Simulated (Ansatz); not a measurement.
# How Li+ BF4- in gamma-butyrolactone and acetonitrile and diethyl carbonate changes with temperature

How do cells made at different temperatures differ in energy, pressure, forces, levels, charges and cost?

Computed with Ansatz 0.2.0: Kohn-Sham DFT, r2SCAN+D3(BJ), PAW (set soft_2). Every run is a single point, with the atoms held where the recipe put them (cutoff of the plane-wave runs 500 eV, fixed occupations).

First member: 3 gamma-butyrolactone, 4 acetonitrile, 2 diethyl carbonate, 1 Li+, 1 BF4- placed at random, at 1.06 g/cm³; overlaps pushed apart, then 10 ps at 550 K with stiff harmonic cages for PF6 and BF4 with UFF radii; Joung-Cheatham ions (J. Phys. Chem. B 112, 9020 (2008)); MMFF94 bonds, angles, torsions, charges and radii (Halgren, J. Comput. Chem. 17, 490 (1996)) in harmonic and 12-6 forms; charges of ions scaled by 0.8. Snapshot after 30 ps at 360 K and fixed volume.

Last member: 3 gamma-butyrolactone, 4 acetonitrile, 2 diethyl carbonate, 1 Li+, 1 BF4- placed at random, at 0.911 g/cm³; overlaps pushed apart, then 10 ps at 590 K with stiff harmonic cages for PF6 and BF4 with UFF radii; Joung-Cheatham ions (J. Phys. Chem. B 112, 9020 (2008)); MMFF94 bonds, angles, torsions, charges and radii (Halgren, J. Comput. Chem. 17, 490 (1996)) in harmonic and 12-6 forms; charges of ions scaled by 0.8. Snapshot after 30 ps at 540 K and fixed volume.

The members:

```tsv
temperature (K)	reduced formula	atoms	valence electrons	k-mesh	basis	density (g/cm³)
360	LiBH50C30N4O12F4	102	296	1×1×1	plane waves	1.06
400	LiBH50C30N4O12F4	102	296	1×1×1	plane waves	1.03
440	LiBH50C30N4O12F4	102	296	1×1×1	plane waves	0.993
480	LiBH50C30N4O12F4	102	296	1×1×1	plane waves	0.96
540	LiBH50C30N4O12F4	102	296	1×1×1	plane waves	0.911
```

Each cell is one sample from a classical run, so sample-to-sample scatter enters every column; pressures lack the kinetic term, and hold the strain of bonds inside molecules, whose lengths the classical model set.

The input of the first member, without its atom lines; other members have their own cell and atoms, and may differ in mesh, basis and outputs:

```yaml
crystal:
  lattice:
    - [10.56699, 0.0, 0.0]
    - [0.0, 10.56699, 0.0]
    - [0.0, 0.0, 10.56699]
  atoms:
    [... 102 lines ...]
kpoints:
  mp_grid: { grid: [1, 1, 1] }
hamiltonian:
  xc: r2scan
  dispersion: d3bj
scf:
  occupations: { method: fixed }
output:
  forces: true
  stress: true
  populations: true
  dos:
    method: { smearing: { sigma: 0.08 } }
    de: 0.1
    projected: { site_lists: { B: [B], C: [C], F: [F], H: [H], Li: [Li] } }
  eigenvalues: true
  write_density: true
  write_potential: true
  volumetric_format: npy
```

Predict the trends along the series.

Results; charges are mean Löwdin charges in e:

```tsv
temperature (K)	energy less the first member's (meV/atom)	pressure (GPa)	r.m.s. force (eV/Å)	gap (eV)	q(Li)	q(B)	q(N)
360	0.0	0.0126	0.937	4.79	+0.77	+0.92	-0.25
400	10.1	0.827	1.21	4.75	+0.79	+0.95	-0.24
440	12.5	-0.732	1.30	4.78	+0.78	+0.95	-0.26
480	22.1	0.947	1.27	5.38	+0.78	+0.96	-0.23
540	32.4	-0.193	1.29	4.61	+0.82	+0.97	-0.23
```

The gap is that between the highest filled and lowest empty Kohn-Sham level on the run's k-points, and semilocal functionals tend to put gaps under measured ones. The projection misses up to 0.040 e an atom, so the charges add up to more than the cell's charge.

Cost on 8 threads of Arm Neoverse V1, shared host:

```tsv
temperature (K)	atoms	basis	k-mesh	SCF cycles	time	host memory (GiB)
360	102	plane waves	1×1×1	11	30 s	3.0
400	102	plane waves	1×1×1	11	28 s	3.0
440	102	plane waves	1×1×1	11	26 s	3.0
480	102	plane waves	1×1×1	11	31 s	3.1
540	102	plane waves	1×1×1	11	39 s	4.1
```

Times include the outputs that each run asked for, on hosts shared with other jobs.

The energy against the first member goes steadily from 0.0 meV/atom at 360 to 32.4 meV/atom at 540 K; each member is a single configuration. The gap is lowest at 540 K (4.61 eV) and highest at 480 K (5.38 eV), with no steady trend; in single samples it varies with the configuration. The mean charge on Li is lowest at 360 K (+0.77 e) and highest at 540 K (+0.82 e). The density spans 0.911 to 1.06 g/cm³, so the columns mix its effect with that of the temperature. The pressure is lowest at 440 K (-0.73 GPa) and highest at 480 K (0.95 GPa), with no steady trend; the recipes set unlike densities, and the bond lengths of the classical model enter the pressure too. The r.m.s. force goes from 0.94 eV/Å at 360 to 1.3 eV/Å at 540 K.

**Limits.** The network of contacts between molecules at the start is that of the classical potential that made the cell, and needn't be the one that DFT or experiment would give. The cells aren't relaxed by DFT, which could reorder their energies.

[Logs are printed without paths, hosts, clocks, repeated set-up lines and the standing remarks that a program may print on its own settings, such as how far it seeks lower states.]

[Hosts, paths, dates, database ids (printed as entryN), source tags and the programs' standing remarks are cut or masked in the printed files.]

[The MMFF94 radii named for the starting cell were scaled by 0.96; in molecules described by MMFF94, hydrogen bound to N, O or S took a small fixed 12-6 site in their place.]
